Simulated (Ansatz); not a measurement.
# Li3SeF (model cell, started as antiperovskite): phonons and vibrational spectra

How does Li3SeF (model cell, started as antiperovskite) vibrate, and is this structure a minimum?

Method: DFT PBE, scalar-relativistic, plane waves, PAW; PAW set soft_1, in Ansatz 0.2.0.

The structure was built from a prototype and need not be the compound's stable phase.

### 1. Set-up

It takes space group Pm-3m (No. 221, cubic). Conventional cell: a = 4.264 Å, b = 4.264 Å, c = 4.264 Å, α = 90.00°, β = 90.00°, γ = 90.00°. Nearest to Se lie 12 Li at 3.01 Å. Nearest to F lie 6 Li at 2.13 Å. Nearest to Li lie 2 F at 2.13 Å and 4 Se at 3.01 Å and 8 Li at 3.01 Å. Farther neighbours and most contacts between anions are not listed.

### 2. Bringing the structure to rest

Harmonic phonons are second derivatives at a point where the forces vanish, and they are wanted at zero stress, so atoms and cell are relaxed first.

File input.yaml:

```yaml
crystal:
  lattice:
    - [4.2636, 0.0, 0.0]
    - [0.0, 4.2636, 0.0]
    - [0.0, 0.0, 4.2636]
  atoms:
    - { symbol: Se, position: [0.0, 0.0, 0.0] }
    - { symbol: F, position: [0.5, 0.5, 0.5] }
    - { symbol: Li, position: [0.5, 0.5, 0.0] }
    - { symbol: Li, position: [0.5, 0.0, 0.5] }
    - { symbol: Li, position: [0.0, 0.5, 0.5] }
kpoints:
  mp_grid: { grid: [6, 6, 6] }
hamiltonian:
  xc: pbe
  pseudopotentials: { kind: paw, azcp: { folder: soft_1 } }
scf:
  occupations: { method: gaussian, width: 0.02 }
output:
  forces: true
  stress: true
  eigenvalues: true
relax:
  adjacent_minimum: "off"
  f_tol: 0.005
  max_steps: 80
  cell: { stress_tol: 0.05 }
```

Launch:

```sh
ansatz run input.yaml --threads 8 --pin off --max-ram 16384MiB --backend cpu --events-out ev --progress --plain --runs-dir out
```

Numbers of over 12 decimals in the logs are rounded to 6 here.

The log of the run:

```text
Engine: ansatz 0.2.0, aarch64-unknown-linux-gnu
Pseudopotentials: kind: paw
Pseudopotential: Se, paw, valence charge 16, recommended cutoff 420 eV (normal), soft_1/Se.paw.azcp
Pseudopotential: F, paw, valence charge 7, recommended cutoff 420 eV (normal), soft_1/F.paw.azcp
Pseudopotential: Li, paw, valence charge 3, recommended cutoff 420 eV (normal), soft_1/Li.paw.azcp
Functional definition: PBE
  parameter kappa = 0.804
  parameter beta = 0.066725
  exchange = pbe_x(kappa = kappa, mu = beta*pi^2/3)
  correlation = pbe_c(beta = beta)
Crystal: 5 atoms, lattice volume = 77.505 Å³
Basis set: ecut = 420 eV, 1503 PW (Γ), exchange–correlation on 60×60×60 points (8 copies of the dense FFT grid, shifted against one another)
Bands: 21, of which v1, the nominal top of the filled ones, is band 16 counted from 1 (15 counted from 0)
Symmetry: 48 space group operations
Space group: Pm-3m (ITA 221), of the structure as read, at distance tolerance 4.3e-5 Å
k-points: 20 of 216
Non-local potential: Se, projectors of the file, l = 0: 2, l = 1: 2, l = 2: 3, l = 3: 1
Non-local potential: F, projectors of the file, l = 0: 2, l = 1: 2, l = 2: 1
Non-local potential: Li, projectors of the file, l = 0: 3, l = 1: 2, l = 2: 1
PAW form: soft (Blöchl's): semilocal exchange-correlation on the pseudo side does not see the compensation charge
PAW one-centre angular grid: Se, 590 points (default); XC on 64 Gauss nodes
PAW one-centre angular grid: F, 110 points (default); XC on 64 Gauss nodes
PAW one-centre angular grid: Li, 110 points (default); XC on 96 Gauss nodes
Initial density: superposition of atomic densities (chi_scale 0.1, normalization cell, long waves kept (reshape's long-wave potential 0.02 eV rms))
Initial wavefunctions: pseudopotential atomic-orbital guess
Functional: x = pbe(κ = 0.804, μ = 0.219515), c = pbe(β = 0.066725)
SCF iter   1: F=—  HF=-6903.157966 eV  |F-HF|=—  |Δ(HF+E_count)|=         —  Δρ=1.83e-1  dr2=2.63e1  ethr=3.10e-3  ⟨swp⟩=6.2  Hψ=1820  notcnv=0
preconditioner: auto → Resta (q_TF=auto, 2.354 Å⁻¹)  ε∞=4.2  [insulator: Δε(μ)=1.899 eV  Ē_g=8.874 eV  σ=0.020 eV  W_gap=1.00  n_scr=18 (ndim 8)  ℏωp=15.8 eV  f_vac=0.000  D(μ)=0.00/eV (n_scr^D=0)  ε∞_Penn≈4.2]
SCF iter   2: F=—  HF=-6898.998061 eV  |F-HF|=—  |Δ(HF+E_count)|=    4.16e0  Δρ=5.52e-2  dr2=3.86e0  ethr=3.10e-3  ⟨swp⟩=4.2  Hψ=989  notcnv=0  defer=20
SCF iter   3: F=—  HF=-6898.094564 eV  |F-HF|=—  |Δ(HF+E_count)|=   9.03e-1  Δρ=1.75e-2  dr2=6.25e-1  ethr=3.10e-3  ⟨swp⟩=2.5  Hψ=781  notcnv=0  defer=20
SCF iter   4: F=—  HF=-6897.873070 eV  |F-HF|=—  |Δ(HF+E_count)|=   2.21e-1  Δρ=5.21e-3  dr2=3.68e-2  ethr=1.95e-3  ⟨swp⟩=2.5  Hψ=688  notcnv=0  defer=20
SCF iter   5: F=—  HF=-6897.864976 eV  |F-HF|=—  |Δ(HF+E_count)|=   8.09e-3  Δρ=2.35e-3  dr2=3.74e-3  ethr=1.15e-4  ⟨swp⟩=2.0  Hψ=980  notcnv=0  defer=20
SCF iter   6: F=—  HF=-6897.862961 eV  |F-HF|=—  |Δ(HF+E_count)|=   2.02e-3  Δρ=6.27e-4  dr2=2.63e-4  ethr=1.17e-5  ⟨swp⟩=2.0  Hψ=800  notcnv=0  defer=20
SCF iter   7: F=—  HF=-6897.863161 eV  |F-HF|=—  |Δ(HF+E_count)|=   2.00e-4  Δρ=1.25e-4  dr2=2.55e-5  ethr=8.23e-7  ⟨swp⟩=2.0  Hψ=635  notcnv=0  defer=20
SCF iter   8: F=—  HF=-6897.863440 eV  |F-HF|=—  |Δ(HF+E_count)|=   2.79e-4  Δρ=3.90e-5  dr2=8.11e-7  ethr=7.96e-8  ⟨swp⟩=3.0  Hψ=719  notcnv=0  defer=20
SCF iter   9: F=-6897.863440 eV  HF=-6897.863440 eV  |F-HF|=1.07e-8  |Δ(HF+E_count)|=   2.42e-7  Δρ=6.56e-6  dr2=4.82e-8  ethr=3.13e-10  ⟨swp⟩=9.6  Hψ=2258  notcnv=0
SCF 1 converged in 9 iterations: F = -6897.863440 eV  dr2 = 4.82e-8
  greatest PAW one-centre occupation: 1.000 electrons in one spin orbital (limit 2), on the Se atom at site 0 (counted from 0), in its partial waves of l = 2
relax step   1: F+E_penalty+E_count = -6897.86343976 eV  Δ(F+E_penalty+E_count) = +0.000e0 eV  max|allowed force component| = 1.585e-29 eV/Å  Δτ_max = 0.0000 Å  P = -6.206 GPa  Ω = 77.505 Å³  (9 SCF iters, dr2 threshold 1.00e-7 eV, accepted)
Crystal: 5 atoms, lattice volume = 67.929 Å³
Basis set: ecut = 420 eV, 1357 PW (Γ), exchange–correlation on 60×60×60 points (8 copies of the dense FFT grid, shifted against one another)
Initial density: handed on by an earlier stage of this run
Initial wavefunctions: those handed on with the density
iter 1 solved again at ethr=2.41e-4 eV; its pass at ethr=3.10e-3 eV (dr2=7.70e-2 eV) is discarded
SCF iter   1: F=—  HF=-6898.171991 eV  |F-HF|=—  |Δ(HF+E_count)|=         —  Δρ=9.06e-3  dr2=7.69e-2  ethr=2.41e-4  ⟨swp⟩=1.0  Hψ=2347  notcnv=0
preconditioner: auto → Resta (q_TF=auto, 2.407 Å⁻¹)  ε∞=3.4  [insulator: Δε(μ)=3.438 eV  Ē_g=10.881 eV  σ=0.020 eV  W_gap=1.00  n_scr=18 (ndim 8)  ℏωp=16.9 eV  f_vac=0.000  D(μ)=0.00/eV (n_scr^D=0)  ε∞_Penn≈3.4]
SCF iter   2: F=—  HF=-6898.146873 eV  |F-HF|=—  |Δ(HF+E_count)|=   2.51e-2  Δρ=5.14e-3  dr2=9.30e-3  ethr=2.40e-4  ⟨swp⟩=2.0  Hψ=676  notcnv=0
SCF iter   3: F=—  HF=-6898.143482 eV  |F-HF|=—  |Δ(HF+E_count)|=   3.39e-3  Δρ=1.95e-3  dr2=2.97e-3  ethr=2.91e-5  ⟨swp⟩=2.0  Hψ=789  notcnv=0  defer=19
SCF iter   4: F=—  HF=-6898.142146 eV  |F-HF|=—  |Δ(HF+E_count)|=   1.34e-3  Δρ=3.92e-4  dr2=1.13e-4  ethr=9.27e-6  ⟨swp⟩=2.0  Hψ=598  notcnv=0  defer=19
SCF iter   5: F=—  HF=-6898.142314 eV  |F-HF|=—  |Δ(HF+E_count)|=   1.68e-4  Δρ=1.31e-4  dr2=9.83e-6  ethr=3.54e-7  ⟨swp⟩=2.0  Hψ=720  notcnv=0  defer=19
SCF iter   6: F=—  HF=-6898.142305 eV  |F-HF|=—  |Δ(HF+E_count)|=   9.80e-6  Δρ=5.17e-5  dr2=1.27e-6  ethr=3.07e-8  ⟨swp⟩=2.0  Hψ=720  notcnv=0  defer=19
SCF iter   7: F=-6898.142305 eV  HF=-6898.142305 eV  |F-HF|=8.20e-8  |Δ(HF+E_count)|=   8.27e-7  Δρ=7.48e-6  dr2=2.96e-8  ethr=1.56e-9  ⟨swp⟩=7.3  Hψ=1836  notcnv=0
SCF 2 converged in 7 iterations: F = -6898.142305 eV  dr2 = 2.96e-8
relax step   2: F+E_penalty+E_count = -6898.14230532 eV  Δ(F+E_penalty+E_count) = -2.789e-1 eV  max|allowed force component| = 2.076e-29 eV/Å  Δτ_max = 0.0000 Å  P = -2.522 GPa  Ω = 67.929 Å³  energy of the carried Pulay correction = +5.285e-3 eV  (7 SCF iters, dr2 threshold 5.00e-7 eV, accepted)
Crystal: 5 atoms, lattice volume = 62.643 Å³
Basis set: ecut = 420 eV, 1237 PW (Γ), exchange–correlation on 60×60×60 points (8 copies of the dense FFT grid, shifted against one another)
iter 1 solved again at ethr=7.81e-5 eV; its pass at ethr=3.10e-3 eV (dr2=2.50e-2 eV) is discarded
SCF iter   1: F=—  HF=-6898.185072 eV  |F-HF|=—  |Δ(HF+E_count)|=         —  Δρ=5.16e-3  dr2=2.49e-2  ethr=7.81e-5  ⟨swp⟩=1.0  Hψ=2276  notcnv=0
preconditioner: auto → Resta (q_TF=auto, 2.439 Å⁻¹)  ε∞=3.4  [insulator: Δε(μ)=3.928 eV  Ē_g=11.405 eV  σ=0.020 eV  W_gap=1.00  n_scr=18 (ndim 8)  ℏωp=17.6 eV  f_vac=0.000  D(μ)=0.00/eV (n_scr^D=0)  ε∞_Penn≈3.4]
SCF iter   2: F=—  HF=-6898.176539 eV  |F-HF|=—  |Δ(HF+E_count)|=   8.53e-3  Δρ=2.97e-3  dr2=3.40e-3  ethr=7.78e-5  ⟨swp⟩=2.0  Hψ=664  notcnv=0
SCF iter   3: F=—  HF=-6898.175204 eV  |F-HF|=—  |Δ(HF+E_count)|=   1.33e-3  Δρ=1.07e-3  dr2=9.73e-4  ethr=1.06e-5  ⟨swp⟩=2.0  Hψ=708  notcnv=0  defer=8
SCF iter   4: F=—  HF=-6898.174783 eV  |F-HF|=—  |Δ(HF+E_count)|=   4.21e-4  Δρ=2.66e-4  dr2=4.51e-5  ethr=3.04e-6  ⟨swp⟩=2.0  Hψ=614  notcnv=0  defer=8
SCF iter   5: F=—  HF=-6898.174870 eV  |F-HF|=—  |Δ(HF+E_count)|=   8.71e-5  Δρ=9.68e-5  dr2=4.57e-6  ethr=1.41e-7  ⟨swp⟩=2.0  Hψ=794  notcnv=0  defer=9
SCF iter   6: F=-6898.174865 eV  HF=-6898.174865 eV  |F-HF|=7.84e-8  |Δ(HF+E_count)|=   5.07e-6  Δρ=3.48e-5  dr2=4.88e-7  ethr=1.56e-9  ⟨swp⟩=5.0  Hψ=1879  notcnv=0
SCF 3 converged in 6 iterations: F = -6898.174865 eV  dr2 = 4.88e-7
relax step   3: F+E_penalty+E_count = -6898.17486472 eV  Δ(F+E_penalty+E_count) = -3.256e-2 eV  max|allowed force component| = 8.868e-30 eV/Å  Δτ_max = 0.0000 Å  P = +0.982 GPa  Ω = 62.643 Å³  energy of the carried Pulay correction = +8.514e-3 eV  (6 SCF iters, dr2 threshold 5.00e-7 eV, accepted)
[...]
relax step   4: F+E_penalty+E_count = -6898.17780308 eV  Δ(F+E_penalty+E_count) = -2.938e-3 eV  max|allowed force component| = 9.522e-30 eV/Å  Δτ_max = 0.0000 Å  P = -0.087 GPa  Ω = 64.040 Å³  energy of the carried Pulay correction = +7.637e-3 eV  (5 SCF iters, dr2 threshold 5.00e-7 eV, accepted)
[...]
relax step   5: F+E_penalty+E_count = -6898.17790808 eV  Δ(F+E_penalty+E_count) = -1.050e-4 eV  max|allowed force component| = 4.178e-30 eV/Å  Δτ_max = 0.0000 Å  P = -0.003 GPa  Ω = 63.924 Å³  energy of the carried Pulay correction = +7.709e-3 eV  (5 SCF iters, dr2 threshold 1.90e-8 eV, accepted)
[...]
relax step   6: F+E_penalty+E_count = -6898.17534903 eV  Δ(F+E_penalty+E_count) = +2.559e-3 eV  max|allowed force component| = 2.769e-30 eV/Å  Δτ_max = 0.0000 Å  P = -0.093 GPa  Ω = 63.924 Å³  stress off target by 9.34e-2 GPa  SCF on the basis re-selected at this cell (its energy is not comparable with the rows above)  (6 SCF iters)
[...]
relax step   7: F+E_penalty+E_count = -6898.17546647 eV  Δ(F+E_penalty+E_count) = -1.174e-4 eV  max|allowed force component| = 1.388e-29 eV/Å  Δτ_max = 0.0000 Å  P = +0.000 GPa  Ω = 63.799 Å³  energy of the carried Pulay correction = +8.119e-5 eV  (4 SCF iters, dr2 threshold 2.18e-8 eV, accepted)
iter 1 solved again at ethr=9.10e-8 eV; its pass at ethr=3.10e-3 eV (dr2=2.91e-5 eV) is discarded
SCF iter   1: F=—  HF=-6898.175594 eV  |F-HF|=—  |Δ(HF+E_count)|=         —  Δρ=2.49e-5  dr2=2.23e-7  ethr=9.10e-8  ⟨swp⟩=2.6  Hψ=2722  notcnv=0
preconditioner: auto → Resta (q_TF=auto, 2.432 Å⁻¹)  ε∞=3.3  [insulator: Δε(μ)=3.747 eV  Ē_g=11.379 eV  σ=0.020 eV  W_gap=1.00  n_scr=18 (ndim 8)  ℏωp=17.4 eV  f_vac=0.000  D(μ)=0.00/eV (n_scr^D=0)  ε∞_Penn≈3.3]
SCF iter   2: F=—  HF=-6898.175417 eV  |F-HF|=—  |Δ(HF+E_count)|=   1.77e-4  Δρ=2.70e-5  dr2=2.54e-7  ethr=6.97e-10  ⟨swp⟩=2.5  Hψ=791  notcnv=0
SCF iter   3: F=—  HF=-6898.175417 eV  |F-HF|=—  |Δ(HF+E_count)|=   5.43e-8  Δρ=1.17e-5  dr2=4.89e-8  ethr=6.97e-10  ⟨swp⟩=2.0  Hψ=488  notcnv=0
SCF iter   4: F=—  HF=-6898.175417 eV  |F-HF|=—  |Δ(HF+E_count)|=   1.60e-9  Δρ=1.98e-6  dr2=1.53e-9  ethr=1.53e-10  ⟨swp⟩=2.0  Hψ=545  notcnv=0
SCF iter   5: F=—  HF=-6898.175417 eV  |F-HF|=—  |Δ(HF+E_count)|=  7.91e-11  Δρ=1.64e-6  dr2=9.30e-10  ethr=4.79e-12  ⟨swp⟩=2.8  Hψ=644  notcnv=0
SCF iter   6: F=—  HF=-6898.175417 eV  |F-HF|=—  |Δ(HF+E_count)|=  9.09e-13  Δρ=8.95e-7  dr2=2.77e-10  ethr=2.91e-12  ⟨swp⟩=1.9  Hψ=464  notcnv=0
SCF iter   7: F=—  HF=-6898.175417 eV  |F-HF|=—  |Δ(HF+E_count)|=  3.55e-11  Δρ=5.54e-7  dr2=1.06e-10  ethr=1.00e-12  ⟨swp⟩=1.2  Hψ=426  notcnv=0
SCF iter   8: F=-6898.175417 eV  HF=-6898.175417 eV  |F-HF|=7.28e-12  |Δ(HF+E_count)|=  2.82e-11  Δρ=2.13e-7  dr2=1.58e-11  ethr=1.00e-12  ⟨swp⟩=4.0  Hψ=1229  notcnv=0
SCF 8 converged in 8 iterations: F = -6898.175417 eV  dr2 = 1.58e-11
relax step   8: F+E_penalty+E_count = -6898.17541651 eV  Δ(F+E_penalty+E_count) = +4.996e-5 eV  max|allowed force component| = 2.125e-29 eV/Å  Δτ_max = 0.0000 Å  P = -0.002 GPa  Ω = 63.799 Å³  stress off target by 2.01e-3 GPa  SCF on the basis re-selected at this cell (its energy is not comparable with the rows above)  (8 SCF iters)
basis re-selected at this cell: Δ(F+E_penalty+E_count) = +4.996e-5 eV, ΔP = -0.002 GPa vs the last step (what re-selecting the basis moved, of the pressure what is left beyond the Pulay correction that the steps carried, after the strain that the cell walked since its last selection, with what the two solves' SCF thresholds leave and, on support functions, any second-order correction that the steps lacked; it is no m [...]
SCF converged after 8 iterations
Free energy (F): -6898.175417 eV
Harris-Foulkes:  -6898.175417 eV  (|F-HF|=7.28e-12)
Internal energy: -6898.175417 eV  (E = F + TS)
E sigma→0 (E₀):  -6898.175417 eV
Fermi energy:    6.883987 eV
--- Per-component energies (eV) ---
  E_band       = -687.148461
  E_kinetic    = 360.902023
  E_local      = -3683.349497  (includes V_loc(G=0)·N_el)
  E_nonlocal   = -326.261496
  E_hartree    = 1751.535924
  E_xc         = -191.642027
  E_vxc        = -227.366465  (∫ρ·V_xc dr)
  E_paw        = -2407.640167  (= ΣΔE_a)
  E_vpaw       = -314.146058  (= ΣTr[D̂ρ^β])
  E_aug_tail   = 0.001286  (compensation charges beyond the density's cutoff)
  E_ewald      = -2401.721462
  E_smearing   = -0.000000  (= −TS)
  E_closure    = 0.000000  (closes the sum)
  Σ components = -6898.175417   (vs F -6898.175417, Δ=0.00e0)
--- Forces (eV/Å), atoms counted from 1 ---
  atom   1  Se    -0.00000000    -0.00000000     0.00000000
  atom   2  F     -0.00000000    -0.00000000     0.00000000
  atom   3  Li     0.00000000     0.00000000    -0.00000000
  atom   4  Li     0.00000000     0.00000000    -0.00000000
  atom   5  Li    -0.00000000     0.00000000     0.00000000
  max |Σ_I F_I| component: 2.00e-29 eV/Å
--- Stress (GPa, compression-positive) ---
       -0.002011       0.000000      -0.000000
        0.000000      -0.002011      -0.000000
       -0.000000       0.000000      -0.002011
  P = ⅓ Tr σ = -0.0020 GPa (-0.020 kbar)
--- Band table (eV; the first three rows and the last of 20) ---
  k-point 0: bands = [... 12 lower, -1.1354, 4.3530, 4.3530, 4.3530, 8.7571, 10.6120, 10.6120, 14.9604, ... 1 higher]
  k-point 1: bands = [... 12 lower, -1.0502, 3.6533, 4.3870, 4.3870, 9.1618, 10.4812, 11.5977, 13.5418, ... 1 higher]
  k-point 2: bands = [... 12 lower, -0.8512, 2.5980, 4.4588, 4.4588, 9.6654, 10.2456, 12.1380, 12.1380, ... 1 higher]
  k-point 19: bands = [... 12 lower, -0.8046, 2.3100, 2.3100, 2.3100, 11.1846, 11.1846, 11.1846, 11.7203, ... 1 higher]
--- Relaxed structure (6 steps of the walk, 6 accepted, 2 SCFs on fresh bases) ---
  F+E_penalty+E_count = -6898.17541651 eV   max|allowed force component| = 2.125e-29 eV/Å   (the final SCF, on the basis selected at the relaxed cell)
  cell:  # Å, volume = 63.7993 Å³
    - [3.995814, 0, 0]
    - [0, 3.995814, 0]
    - [0, 0, 3.995814]
  atoms:
    - { symbol: Se, position: [0, 0, 0] }
    - { symbol: F, position: [0.500000, 0.500000, 0.500000] }
    - { symbol: Li, position: [0.500000, 0.500000, 0] }
    - { symbol: Li, position: [0.500000, 0, 0.500000] }
    - { symbol: Li, position: [0, 0.500000, 0.500000] }
```

The job ended after 3.8 s (8 threads of Arm Neoverse V1, shared host; peak memory 0.43 GiB; 22 s of CPU time).

Step by step:

| step | energy less that of the first step (eV) | largest force component (eV/Å) | pressure (GPa) | volume (Å³) |
| --- | --- | --- | --- | --- |
| 1 | 0.0000 | 0.0000 | -6.21 | 77.50 |
| 2 | -0.2789 | 0.0000 | -2.52 | 67.93 |
| 3 | -0.3114 | 0.0000 | 0.98 | 62.64 |
| 4 | -0.3144 | 0.0000 | -0.09 | 64.04 |
| 5 | -0.3145 | 0.0000 | 0.00 | 63.92 |
| 6* | -0.3119 | 0.0000 | -0.09 | 63.92 |
| 7 | -0.3120 | 0.0000 | 0.00 | 63.80 |
| 8* | -0.3120 | 0.0000 | 0.00 | 63.80 |

Relaxation steps marked * repeat the geometry before them on a plane-wave basis chosen anew for their cell, so energy and pressure can jump there.

Forces are held to the 48 operations that the run works with; a distortion that breaks them can't arise in this run.

| conventional cell, symmetrised | before | after | change |
| --- | --- | --- | --- |
| a (Å) | 4.264 | 3.996 | -6.3 % |
| b (Å) | 4.264 | 3.996 | -6.3 % |
| c (Å) | 4.264 | 3.996 | -6.3 % |
| volume (Å³/atom) | 15.50 | 12.76 | -17.7 % |

Final coordinates:

```cif
data_structure
_symmetry_space_group_name_H-M 'P 1'
_symmetry_Int_Tables_number 1
_cell_length_a 3.9958
_cell_length_b 3.9958
_cell_length_c 3.9958
_cell_angle_alpha 90.000
_cell_angle_beta 90.000
_cell_angle_gamma 90.000
_cell_volume 63.80
loop_
_atom_site_label
_atom_site_type_symbol
_atom_site_fract_x
_atom_site_fract_y
_atom_site_fract_z
_atom_site_occupancy
Se1 Se 0.00000 0.00000 0.00000 1
F2 F 0.50000 0.50000 0.50000 1
Li3 Li 0.50000 0.50000 0.00000 1
Li4 Li 0.50000 0.00000 0.50000 1
Li5 Li 0.00000 0.50000 0.50000 1
```

Numbers from this step:

```yaml
pressure: -0.002011 GPa
gap_on_the_k_mesh: 3.746 eV
volume_per_atom: 12.76 Å³
direct_gap_on_mesh: 4.059 eV
```

In this step the volume went from 15.50 to 12.76 Å³/atom.

### 3. Bringing the structure to rest

The relaxation is repeated from its end on the same settings, as a check that it has come to rest.

input.yaml: that of step 2 with these lines changed.

```diff
@@ -2,5 +2,5 @@
   lattice:
-    - [4.2636, 0.0, 0.0]
-    - [0.0, 4.2636, 0.0]
-    - [0.0, 0.0, 4.2636]
+    - [3.9958142153, 0.0, 0.0]
+    - [0.0, 3.9958142153, 0.0]
+    - [0.0, 0.0, 3.9958142153]
   atoms:
@@ -22,2 +22,6 @@
   eigenvalues: true
+  write_density: true
+  write_potential: true
+  elf: true
+  volumetric_format: npy
 relax:
```

The log of the run:

```text
[...]
Crystal: 5 atoms, lattice volume = 63.799 Å³
Basis set: ecut = 420 eV, 1237 PW (Γ), exchange–correlation on 54×54×54 points (8 copies of the dense FFT grid, shifted against one another)
Bands: 21, of which v1, the nominal top of the filled ones, is band 16 counted from 1 (15 counted from 0)
Symmetry: 48 space group operations
[...]
k-points: 20 of 216
[...]
cell:  # Å, volume = 63.7993 Å³
    - [3.9958142153, 0.0, 0.0]
    - [0.0, 3.9958142153, 0.0]
    - [0.0, 0.0, 3.9958142153]
  atoms:
    - { symbol: Se, position: [0.0, 0.0, 0.0] }
    - { symbol: F, position: [0.500000, 0.500000, 0.500000] }
    - { symbol: Li, position: [0.500000, 0.500000, 0.0] }
    - { symbol: Li, position: [0.500000, 0.0, 0.500000] }
    - { symbol: Li, position: [0.0, 0.500000, 0.500000] }
[key lines of the parts left out:]
SCF converged after 7 iterations
Free energy (F): -6898.175417 eV
Fermi energy:    6.883987 eV
P = ⅓ Tr σ = -0.0020 GPa (-0.020 kbar)
```

Wall time 1.1 s (8 threads); peak memory 0.4 GiB; 6.4 s of CPU time.

Little changed from the start: no atom moved by 0.005 Å and no cell edge by 0.1 %.

Numbers from this step:

* pressure: -0.002017 GPa

In this step the volume went from 12.76 to 12.76 Å³/atom.

### 4. Tight relaxation, k-mesh 8×8×8

Phonons need a cell at rest on their own settings, so the relaxation is repeated with tight tolerances on forces and stress on the k mesh and occupations of the first response run.

input.yaml, the sections that differ from step 3:

```yaml
kpoints:
  mp_grid: { grid: [8, 8, 8] }
scf:
  occupations: { method: fixed }
output:
  forces: true
  stress: true
  eigenvalues: true
relax:
  adjacent_minimum: "off"
  f_tol: 0.001
  max_steps: 60
  cell: { stress_tol: 0.01 }
# crystal, hamiltonian: as in step 3
```

The log of the run:

```text
[...]
Crystal: 5 atoms, lattice volume = 63.799 Å³
Basis set: ecut = 420 eV, 1237 PW (Γ), exchange–correlation on 54×54×54 points (8 copies of the dense FFT grid, shifted against one another)
Bands: 21, of which v1, the nominal top of the filled ones, is band 16 counted from 1 (15 counted from 0)
Symmetry: 48 space group operations
[...]
k-points: 35 of 512
[...]
--- Relaxed structure (2 steps of the walk, 2 accepted, 1 SCFs on fresh bases) ---
[...]
cell:  # Å, volume = 63.7910 Å³
    - [3.995640, 0, 0]
    - [0, 3.995640, 0]
    - [0, 0, 3.995640]
  atoms:
    - { symbol: Se, position: [0, 0, 0] }
    - { symbol: F, position: [0.5, 0.5, 0.5] }
    - { symbol: Li, position: [0.5, 0.5, 0] }
    - { symbol: Li, position: [0.5, 0, 0.5] }
    - { symbol: Li, position: [0, 0.5, 0.5] }
[key lines of the parts left out:]
SCF converged after 10 iterations
Free energy (F): -6898.176881 eV
Fermi energy:    5.010561 eV
P = ⅓ Tr σ = -0.0037 GPa (-0.037 kbar)
```

Wall time 2.1 s (8 threads); peak memory 0.43 GiB; 13 s of CPU time.

Little changed from the start: no atom moved by 0.005 Å and no cell edge by 0.1 %.

This step gave:

```yaml
pressure: -0.003692 GPa
gap_on_the_k_mesh: 3.748 eV
direct_gap_on_mesh: 4.060 eV
```

The forces vanish by symmetry and the pressure is -0.004 GPa, within the tolerances set. The cell now holds 12.76 Å³/atom.

[end of part 1 of 3]

[Logs are printed without paths, hosts, clocks, repeated set-up lines and the standing remarks that a program may print on its own settings, such as how far it seeks lower states.]

[Hosts, paths, dates, database ids (printed as entryN), source tags and the programs' standing remarks are cut or masked in the printed files.]
